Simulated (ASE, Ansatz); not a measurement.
**A script that builds KH6C3NO5 (P2_1/c) (64 atoms)**

The cell is an input for a DFT calculation. Recipe: KH6C3NO5, space group P2_1/c, measured structure (Crystallography Open Database), 1 x 1 x 1 conventional cells; every coordinate displaced by a Gaussian of 0.01 Å; bonds to H set to neutron lengths (C-H 1.089, N-H 1.015, O-H 0.983, B-H 1.19 Å) where the measured ones are shorter.

**Question.** Write an ASE script that builds it.

build.py (ASE 3.29.0):

```python
import numpy as np
from ase.spacegroup import crystal

u = crystal(['K', 'H', 'H', 'H', 'H', 'H', 'H', 'C', 'C', 'C', 'N', 'O', 'O', 'O', 'O', 'O'], [[0.50362, 0.6405, 0.09788], [0.978, 0.7419, 0.9536], [0.989, 0.8482, 0.849], [0.543, 0.8999, 0.124], [0.243, 0.9497, 0.973], [0.863, 0.4904, 0.125], [0.807, 0.5327, 0.938], [0.85663, 0.85843, 0.07756], [0.00201, 0.81466, 0.97923], [0.19948, 0.82835, 0.10799], [0.28881, 0.9097, 0.06042], [0.69356, 0.82467, 0.01504], [0.90563, 0.92917, 0.20776], [0.27158, 0.76799, 0.2461], [0.46616, 0.93401, 0.1809], [0.77186, 0.51272, 0.03917]],
            spacegroup=14, setting=1, cellpar=[7.457, 13.002, 6.816, 90, 105.41, 90])
xh = {'C': 1.089, 'N': 1.015, 'O': 0.983, 'B': 1.19}  # X-ray H sits too near its atom: set X-H to neutron lengths
for h in [a.index for a in u if a.symbol == 'H']:
    d = u.get_distances(h, range(len(u)), mic=True, vector=True); r = np.linalg.norm(d, axis=1) + 9 * (u.numbers == 1)
    k = r.argmin()
    if r[k] < xh.get(u[k].symbol, 0): u.positions[h] += d[k] * (1 - xh[u[k].symbol] / r[k])
atoms = u.repeat([1, 1, 1])
atoms.rattle(0.01, seed=50238)
atoms.wrap()
atoms.write('structure.xyz')
print(atoms.get_chemical_formula(), len(atoms), 'atoms; cell', atoms.cell.cellpar().round(3))
```

```console
$ python build.py
C12H24K4N4O20 64 atoms; cell [  7.457  13.002   6.816  90.    105.41   90.   ]
```

The cell holds 64 atoms: 4 K, 24 H, 12 C, 4 N and 20 O. Cell: a = 7.457 Å, b = 13.002 Å, c = 6.816 Å, α = 90.0°, β = 105.4°, γ = 90.0°. It derives from KH6C3NO5 (P2_1/c), repeated 1×1×1.

```xyz
64
Lattice="7.4570 0.0000 0.0000 0.0000 13.0020 0.0000 -1.8112 0.0000 6.5710" Properties=species:S:1:pos:R:3 pbc="T T T"
K     3.5667    8.3130    0.6259
K     2.9686    1.8289    2.6510
K     2.0636    4.6603    5.9320
K     2.6677   11.1721    3.9429
H     5.5500    9.5302    6.2561
H    -0.8061    3.0297    3.6228
H     0.1071    3.4792    0.3137
H     6.4436    9.9785    2.9560
H     5.8607   11.0760    5.4615
H    -1.1056    4.5737    4.3817
H    -0.1950    1.9204    1.0795
H     6.7738    8.4172    2.1996
H     3.9044   11.6573    0.7956
H     2.6565    5.1515    2.5075
H     1.7445    1.3587    5.7936
H     2.9794    7.8472    4.0584
H     0.0014   12.5026    6.2210
H     4.7229    6.0142    3.6186
H     5.6538    0.5153    0.3441
H     0.9113    7.0113    2.9442
H     6.3079    6.3383    0.9230
H     0.2372   12.8221    2.3535
H    -0.6459    6.6746    5.6342
H     5.3976    0.1883    4.2114
H     4.3853    6.9678    6.0403
H     0.3163    0.4605    3.7930
H     1.2498    6.0273    0.5164
H     5.2961   12.5347    2.7658
C     6.2232   11.1588    0.5064
C     0.3074    4.6390    2.7672
C    -0.5965    1.8501    6.0643
C     5.3340    8.3358    3.7944
C    -1.7290   10.5721    6.4303
C     6.5022    4.0808    3.4293
C     7.4105    2.4245    0.1325
C     6.5853    8.9062    3.1462
C     1.2641   10.7818    0.7189
C     5.2609    4.2609    2.5757
C     4.3474    2.2361    5.8647
C     0.3683    8.7536    3.9939
N     2.0624   11.8200    0.4067
N     4.5086    5.3256    2.8994
N     3.6008    1.1755    6.1878
N     1.1156    7.6655    3.6935
O     5.1459   10.7324    0.0898
O     1.3930    4.2188    3.1965
O     0.4944    2.2806    6.4658
O     4.2417    8.7818    3.3718
O     6.3826   12.0822    1.3779
O     0.1705    5.5911    1.9253
O    -0.7399    0.9104    5.2178
O     5.4915    7.4157    4.6499
O     1.5695   10.0005    1.6206
O     4.9931    3.4974    1.6531
O     4.0665    3.0209    4.9462
O     0.6760    9.5349    4.9126
O     3.1595   12.1678    1.2022
O     3.4196    5.6551    2.0860
O     2.4860    0.8707    5.3836
O     2.2240    7.3675    4.4945
O     5.6885    6.6781    0.2656
O     0.8705    0.1623    3.0075
O    -0.0283    6.3337    6.3224
O     4.7683   12.8423    3.5301
```

Bonds by pair of elements; cutoffs follow the first minimum of g(r), held within bounds set by covalent radii, and pairs that aren't listed don't count as bonded:

```tsv
pair A-B	cutoff (Å)	bonds	mean length (Å)	spread (Å)	shortest (Å)	B about A	A about B
H-O	1.21	12	0.987	0.012	0.965	0.5	0.6
H-C	1.34	8	1.08	0.009	1.07	0.333	0.667
H-N	1.27	4	1.02	0.015	1.01	0.167	1
O-C	1.68	12	1.25	0.018	1.23	0.6	1
O-K	3.48	32	2.86	0.1	2.70	1.6	8
O-N	1.67	4	1.40	0.004	1.40	0.2	1
C-C	1.85	8	1.52	0.027	1.48	1.33	1.33
C-N	1.77	4	1.34	0.006	1.34	0.333	1
```

How many atoms have how many bonded neighbours:

```tsv
element	mean	1	3	4	8
C	3.33	0	8	4	0
H	1	24	0	0	0
K	8	0	0	0	4
N	3	0	4	0	0
O	3	4	8	8	0
```

[Logs are printed without paths, hosts, clocks, repeated set-up lines and the standing remarks that a program may print on its own settings, such as how far it seeks lower states.]

[Hosts, paths, dates, database ids (printed as entryN), source tags and the programs' standing remarks are cut or masked in the printed files.]
